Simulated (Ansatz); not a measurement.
**One crystal, many levels of theory: TaAgO3 (R3c)**

Wanted: a ladder of band gaps for TaAgO3 (R3c), from density functionals to G0W0.

Calculated with Ansatz 0.2.0; density functionals, hybrids and G0W0, plane waves, PAW.

**The experiments to reproduce.**

- Gap 3.36 eV: indirect optical gap from Kubelka-Munk plot; UV-Vis diffuse reflectance; powder (pristine, solid-state reaction at 900 C) (“Fabrication of ILs-Assisted AgTaO3 Nanoparticles for the Water Splitting Reaction: The Effect of ILs on Morphology and Photoactivity”, 2020, pmc:7559565).

Report form: the programs' logs are mostly left out.

In doubt: one-shot GW on d or f shells is unsure (steps 7, 8, 9), so the values of those runs are not to be relied on; masses and optical values from hybrid runs of this build are listed as unsure (steps 8, 9), which bears on the screening that GW takes from such a start.

### 1. Set-up

It takes space group R3c (No. 161, trigonal). Conventional cell: a = 5.528 Å, b = 5.528 Å, c = 13.716 Å, α = 90.00°, β = 90.00°, γ = 120.00°. Nearest to Ta lie 6 O at 1.96 to 2.03 Å. Ag has 6 O at 2.40 to 2.78 Å nearest. Nearest to O lie 2 Ta at 1.96 to 2.03 Å and 2 Ag at 2.40 to 2.78 Å. Farther neighbours and most contacts between anions are not listed.

Structure file:

```cif
data_structure
_symmetry_space_group_name_H-M 'R3c:H'
_symmetry_Int_Tables_number 161
_cell_length_a 5.5281
_cell_length_b 5.5281
_cell_length_c 13.7159
_cell_angle_alpha 90.000
_cell_angle_beta 90.000
_cell_angle_gamma 120.000
_cell_volume 363.00
loop_
_atom_site_label
_atom_site_type_symbol
_atom_site_symmetry_multiplicity
_atom_site_Wyckoff_symbol
_atom_site_fract_x
_atom_site_fract_y
_atom_site_fract_z
_atom_site_occupancy
Ta1 Ta 6 a 0.00000 0.00000 0.00264 1
Ag1 Ag 6 a 0.66667 0.33333 0.08433 1
O1 O 18 b 0.23299 0.33382 0.08139 1
```

Geometry: measured cell, ions relaxed with LDA. The runs that relaxed it are not among those shown. Spin-orbit coupling is left out unless a step names it.

The logs state that the PAW files were generated under PBE.

### 2. LDA on the 6×6×6 mesh

Levels along a band path and on the mesh show where this functional puts the band edges.

This step: DFT, LDA, plane waves, PAW; PAW set soft_1.

input.yaml reads:

```yaml
crystal:
  lattice:
    - [2.76405, 1.5958250116, 4.5719666667]
    - [-2.76405, 1.5958250116, 4.5719666667]
    - [0.0, -3.1916500231, 4.5719666667]
  atoms:
    - { symbol: Ta, position: [-0.0026386703, -0.0026386703, -0.0026386703] }
    - { symbol: Ta, position: [0.4973613297, 0.4973613297, 0.4973613297] }
    - { symbol: Ag, position: [0.2490011846, 0.2490011846, 0.2490011846] }
    - { symbol: Ag, position: [0.7490011846, 0.7490011846, 0.7490011846] }
    - { symbol: O, position: [0.8177770222, 0.6856263343, 0.2524341291] }
    - { symbol: O, position: [0.2524341291, 0.8177770222, 0.6856263343] }
    - { symbol: O, position: [0.6856263343, 0.2524341291, 0.8177770222] }
    - { symbol: O, position: [0.7524341291, 0.1856263343, 0.3177770222] }
    - { symbol: O, position: [0.1856263343, 0.3177770222, 0.7524341291] }
    - { symbol: O, position: [0.3177770222, 0.7524341291, 0.1856263343] }
kpoints:
  mp_grid: { grid: [6, 6, 6] }
  band_path:
    path:
      - [[0.0, 0.0, 0.0], [-0.5, -0.5, -0.5], [-0.24788857, -0.75211143, -0.5]]
      - [[0.24788857, -0.5, -0.24788857], [0.0, -0.5, 0.0], [0.0, 0.0, 0.0], [0.37394429, -0.37394429, 0.0]]
      - [[0.0, -0.62605571, -0.37394429], [0.0, -0.5, -0.5], [0.0, 0.0, 0.0]]
    npoints: 10
hamiltonian:
  xc: lda
  pseudopotentials: { kind: paw, azcp: { folder: soft_1 }, xc_functional: pbe }
scf:
  occupations: { method: fermi_dirac, width: 0.02 }
  n_extra_bands: 7
output:
  eigenvalues: true
  forces: true
  stress: true
```

Command:

```console
$ ansatz run input.yaml --threads 24 --pin off --max-ram 110592MiB --backend cuda --events-out ev --progress --plain --runs-dir out --devices 1 --max-vram 157GiB
```

Elapsed: 2.1 s, on 1 × NVIDIA GB200 with 24 threads of Arm Neoverse V2, shared host; peak memory 1.1 GiB.

Numbers from this step:

* pressure: -8.114 GPa
* filled bands: 50
* gap: 1.849 eV
* valence top at: k = (0.167, 0.167, -0.333)
* conduction bottom at: F
* least direct gap: 1.948 eV

Over mesh and path the gap is 1.849 eV, from k = (0.167, 0.167, -0.333) to k = (0.000, -0.500, -0.500). The least direct gap found is 1.948 eV, at k = (0.000, -0.500, -0.500). The pressure in this cell is -8 GPa; the cell is kept.

### 3. LDA+SOC on the 6×6×6 mesh

This run has two-component orbitals with spin-orbit coupling.

This step: DFT, LDA with spin-orbit coupling, plane waves, PAW; PAW set soft_1.

input.yaml, the sections that differ from step 2:

```yaml
kpoints:
  mp_grid: { grid: [6, 6, 6] }
  band_path:
    path:
      - [0.0, 0.0, 0.0]
      - [-0.5, -0.5, -0.5]
      - [-0.24788857, -0.75211143, -0.5]
      - [0.24788857, -0.5, -0.24788857]
      - [0.0, -0.5, 0.0]
      - [0.37394429, -0.37394429, 0.0]
      - [0.0, -0.62605571, -0.37394429]
      - [0.0, -0.5, -0.5]
      - [0.1666666667, 0.1666666667, -0.3333333333]
    npoints: 1
hamiltonian:
  xc: lda
  pseudopotentials: { kind: paw_fr, azcp: { folder: soft_1 }, xc_functional: pbe }
scf:
  occupations: { method: fixed }
  n_extra_bands: 14
magnetization:
  noncollinear: true
  spin_orbit: true
# crystal, output: as in step 2
```

Elapsed: 2.1 s, on 1 × NVIDIA GB200 with 24 threads; peak memory 1.3 GiB.

Numbers from this step:

```
pressure             : -8.302 GPa
gap                  : 1.788 eV
valence top at       : k = (0.167, 0.167, -0.333)
conduction bottom at : F
least direct gap     : 1.820 eV
```

Over mesh and listed points the gap is 1.788 eV, from k = (0.167, 0.167, -0.333) to k = (0.000, -0.500, -0.500). The least direct gap found is 1.820 eV, at k = (0.000, -0.500, -0.500). The pressure in this cell is -8 GPa; the cell is kept. LDA+SOC against LDA: 1.788 − 1.849 = −0.061 eV, with the same mesh, set of files (read in its fully relativistic form for the spin-orbit run) and cutoff, and both edges at the same k points. The spin-orbit run sees mesh and listed points alone, so its gap is an upper bound: the coupling can move an edge off these points, the more so as this crystal has no centre of inversion, and the change over the zone, its sign included where it is small, is not known.

### 4. r2SCAN on the 6×6×6 mesh

r2SCAN is a meta-GGA: it depends on the kinetic-energy density as well as on the density and its gradient.

This step: DFT, r2SCAN, plane waves, PAW; PAW set soft_1.

input.yaml: that of step 3 with these lines changed.

```diff
@@ -31,10 +31,7 @@
 hamiltonian:
-  xc: lda
-  pseudopotentials: { kind: paw_fr, azcp: { folder: soft_1 }, xc_functional: pbe }
+  xc: r2scan
+  pseudopotentials: { kind: paw, azcp: { folder: soft_1 } }
 scf:
   occupations: { method: fixed }
-  n_extra_bands: 14
-magnetization:
-  noncollinear: true
-  spin_orbit: true
+  n_extra_bands: 7
 output:
```

It took 2.3 s on 1 × NVIDIA GB200 with 24 threads; peak memory 1.3 GiB.

Numbers from this step:

- pressure: -0.9880 GPa
- gap: 2.318 eV
- valence top at: k = (0.167, 0.167, -0.333)
- conduction bottom at: F
- least direct gap: 2.421 eV

Over mesh and listed points the gap is 2.318 eV, from k = (0.167, 0.167, -0.333) to k = (0.000, -0.500, -0.500). The least direct gap found is 2.421 eV, at k = (0.000, -0.500, -0.500). r2SCAN against LDA: 2.318 − 1.849 = +0.469 eV. The runs also differ in plane-wave cutoff (420 eV and 500 eV), so how much of this comes from the functional alone is not known.

### 5. HSE06 on the 4×4×4 mesh

HSE06 mixes in a quarter of exact exchange at short range.

This step: DFT, HSE06, plane waves, PAW; PAW set soft_1.

input.yaml: that of step 4 with these lines changed.

```diff
@@ -17,3 +17,3 @@
 kpoints:
-  mp_grid: { grid: [6, 6, 6] }
+  mp_grid: { grid: [4, 4, 4] }
   band_path:
@@ -31,3 +31,3 @@
 hamiltonian:
-  xc: r2scan
+  xc: hse06
   pseudopotentials: { kind: paw, azcp: { folder: soft_1 } }
@@ -38,3 +38 @@
   eigenvalues: true
-  forces: true
-  stress: true
```

Run time: 7.2 s. Hardware: 1 × NVIDIA GB200 with 24 threads; peak memory 1.6 GiB.

This step gave:

```yaml
gap: 3.422 eV
valence_top_at: k = (0.167, 0.167, -0.333)
conduction_bottom_at: F
least_direct_gap: 3.532 eV
exact_exchange_fraction: 0.25
```

Over mesh and listed points the gap is 3.422 eV, from k = (0.167, 0.167, -0.333) to k = (0.000, -0.500, -0.500). The least direct gap found is 3.532 eV, at k = (0.000, -0.500, -0.500). On the 4×4×4 mesh alone the same run gives 3.443 eV, so that mesh misses an edge of HSE06: 3.443 − 3.422 = +0.021 eV. HSE06 against LDA: 3.422 − 1.849 = +1.573 eV. The runs also differ in mesh (6×6×6 and 4×4×4), so how much of this comes from the functional alone is not known.

### 6. PBE0 on the 4×4×4 mesh

PBE0 mixes in a quarter of exact exchange at all distances.

This step: DFT, PBE0, plane waves, PAW; PAW set soft_1.

input.yaml: that of step 5 with these lines changed.

```diff
@@ -31,3 +31,3 @@
 hamiltonian:
-  xc: hse06
+  xc: pbe0
   pseudopotentials: { kind: paw, azcp: { folder: soft_1 } }
```

It took 7 s on 1 × NVIDIA GB200 with 24 threads; peak memory 1.5 GiB.

This step gave:

| Property | Result |
| --- | --- |
| gap | 4.171 eV |
| valence top at | k = (0.167, 0.167, -0.333) |
| conduction bottom at | F |
| least direct gap | 4.277 eV |
| exact-exchange fraction | 0.25 |

Over mesh and listed points the gap is 4.171 eV, from k = (0.167, 0.167, -0.333) to k = (0.000, -0.500, -0.500). The least direct gap found is 4.277 eV, at k = (0.000, -0.500, -0.500). On the 4×4×4 mesh alone the same run gives 4.192 eV, so that mesh misses an edge of PBE0: 4.192 − 4.171 = +0.021 eV. PBE0 against HSE06: 4.171 − 3.422 = +0.749 eV, with the same mesh, files and cutoff, and both edges at the same k points.

### 7. G0W0@LDA, 4×4×4 mesh, 556 empty bands, screening to 160 eV, PAW set soft_1 files

G0W0 replaces the xc potential by a self-energy built once from the orbitals of the start. Levels are corrected in the window of bands that the input names, at points of the mesh.

This step: G0W0 on LDA, plane waves, PAW; PAW set soft_1.

input.yaml: that of step 6 with these lines changed.

```diff
@@ -18,21 +18,12 @@
   mp_grid: { grid: [4, 4, 4] }
-  band_path:
-    path:
-      - [0.0, 0.0, 0.0]
-      - [-0.5, -0.5, -0.5]
-      - [-0.24788857, -0.75211143, -0.5]
-      - [0.24788857, -0.5, -0.24788857]
-      - [0.0, -0.5, 0.0]
-      - [0.37394429, -0.37394429, 0.0]
-      - [0.0, -0.62605571, -0.37394429]
-      - [0.0, -0.5, -0.5]
-      - [0.1666666667, 0.1666666667, -0.3333333333]
-    npoints: 1
 hamiltonian:
-  xc: pbe0
-  pseudopotentials: { kind: paw, azcp: { folder: soft_1 } }
+  xc: lda
+  pseudopotentials: { kind: paw, azcp: { folder: soft_1 }, xc_functional: pbe }
 scf:
   occupations: { method: fixed }
-  n_extra_bands: 7
-output:
-  eigenvalues: true
+gw:
+  n_empty_bands: 556
+  ecut_chi: 160.0
+  qp_bands: [v3, c3]
+  qp_kpoints: band_edges
+  screening: { model: contour_deformation }
```

Elapsed: 20 s, on 1 × NVIDIA GB200 with 24 threads; peak memory 2.5 GiB.

Numbers from this step:

```
bands summed                                    : 606
RPA ε∞ on this mesh (eigenvalues)               : 6.791, 6.918, 6.918
plane waves in the screening matrix             : 537
G0W0 gap over the corrected points              : 3.368 eV
k of the valence top                            : 0, 0, 0
k of the conduction bottom                      : 0, -0.5, -0.5
starting gap on the mesh                        : 1.865 eV
Z at the valence top                            : 0.7285
Z at the conduction bottom                      : 0.7884
least direct G0W0 gap over the corrected points : 3.395 eV
```

Over all 13 irreducible mesh points the G0W0 gap is 3.368 eV, from k = Γ to k = (0.000, -0.500, -0.500). The LDA gap of this run on the mesh is 1.865 eV. Other states bound it: the two that bound the G0W0 gap lie 1.997 eV apart in LDA, so state for state the correction is 3.368 − 1.997 = +1.371 eV, while gap against gap it is 3.368 − 1.865 = +1.503 eV.

### 8. G0W0@HSE06, 4×4×4 mesh, 258 empty bands, screening to 96 eV, PAW set soft_1 files

This step: G0W0 on HSE06, plane waves, PAW; PAW set soft_1.

input.yaml: that of step 7 with these lines changed.

```diff
@@ -19,4 +19,4 @@
 hamiltonian:
-  xc: lda
-  pseudopotentials: { kind: paw, azcp: { folder: soft_1 }, xc_functional: pbe }
+  xc: hse06
+  pseudopotentials: { kind: paw, azcp: { folder: soft_1 } }
 scf:
@@ -24,4 +24,4 @@
 gw:
-  n_empty_bands: 556
-  ecut_chi: 160.0
+  n_empty_bands: 258
+  ecut_chi: 96
   qp_bands: [v3, c3]
```

Wall time 18 s (1 × NVIDIA GB200 with 24 threads); peak memory 2 GiB.

Numbers from this step:

| Property | Result |
| --- | --- |
| bands summed | 308 |
| RPA ε∞ on this mesh (eigenvalues) | 4.661, 4.759, 4.759 |
| plane waves in the screening matrix | 259 |
| G0W0 gap over the corrected points | 3.705 eV |
| k of the valence top | 0, 0, 0 |
| k of the conduction bottom | 0, -0.5, -0.5 |
| starting gap on the mesh | 3.443 eV |
| Z at the valence top | 0.7797 |
| Z at the conduction bottom | 0.8251 |
| least direct G0W0 gap over the corrected points | 3.852 eV |

Over all 13 irreducible mesh points the G0W0 gap is 3.705 eV, from k = Γ to k = (0.000, -0.500, -0.500). The HSE06 gap of this run on the mesh is 3.443 eV. Other states bound it: the two that bound the G0W0 gap lie 3.525 eV apart in HSE06, so state for state the correction is 3.705 − 3.525 = +0.180 eV, while gap against gap it is 3.705 − 3.443 = +0.262 eV. G0W0@HSE06 against G0W0@LDA with 308 bands (a further run, in the table below): 3.705 − 3.344 = +0.361 eV, with the same mesh, files and cutoffs, and both edges at the same k points.

### 9. G0W0@PBE0, 4×4×4 mesh, 258 empty bands, screening to 96 eV, PAW set soft_1 files

This step: G0W0 on PBE0, plane waves, PAW; PAW set soft_1.

input.yaml: that of step 8 with these lines changed.

```diff
@@ -19,3 +19,3 @@
 hamiltonian:
-  xc: hse06
+  xc: pbe0
   pseudopotentials: { kind: paw, azcp: { folder: soft_1 } }
```

It took 19 s on 1 × NVIDIA GB200 with 24 threads; peak memory 2.2 GiB; 75 s of CPU time.

This step gave:

| Quantity | Value |
| --- | --- |
| bands summed | 308 |
| RPA ε∞ on this mesh (eigenvalues) | 4.334, 4.424, 4.424 |
| plane waves in the screening matrix | 259 |
| G0W0 gap over the corrected points | 3.929 eV |
| k of the valence top | 0, 0, 0 |
| k of the conduction bottom | 0, -0.5, -0.5 |
| starting gap on the mesh | 4.192 eV |
| Z at the valence top | 0.7926 |
| Z at the conduction bottom | 0.8357 |
| least direct G0W0 gap over the corrected points | 4.073 eV |

Over all 13 irreducible mesh points the G0W0 gap is 3.929 eV, from k = Γ to k = (0.000, -0.500, -0.500). The PBE0 gap of this run on the mesh is 4.192 eV. Other states bound it: the two that bound the G0W0 gap lie 4.281 eV apart in PBE0, so state for state the correction is 3.929 − 4.281 = −0.352 eV, while gap against gap it is 3.929 − 4.192 = −0.263 eV. G0W0@PBE0 against G0W0@HSE06 with 308 bands: 3.929 − 3.705 = +0.224 eV, with the same mesh, files and cutoffs, and both edges at the same k points.

[end of part 1 of 2]

[Paths, hosts, dates, memory and timing lines, banners, echoed tables and standing remarks are left out of the program output.]

[Logs are printed without paths, hosts, clocks, repeated set-up lines and the standing remarks that a program may print on its own settings, such as how far it seeks lower states.]

[Runs of the session that timed out or met a known fault of the program may be left out.]

[Cells called generated may have been cut or substituted from an entry of the Crystallography Open Database or the Materials Project.]

[Hosts, paths, dates, database ids (printed as entryN), source tags and the programs' standing remarks are cut or masked in the printed files.]

[Where an RPA ε∞ is given, it is that of the G0W0 mesh and is not shown converged in it. Names of k-points follow the symmetry that the program found, which can be lower than the space group named. Band edges on a path are those of the sampled points; other points can move an edge, and change direct to indirect where valleys lie close.]

[Hybrid gaps are those of their k-mesh and are not shown converged in it.]
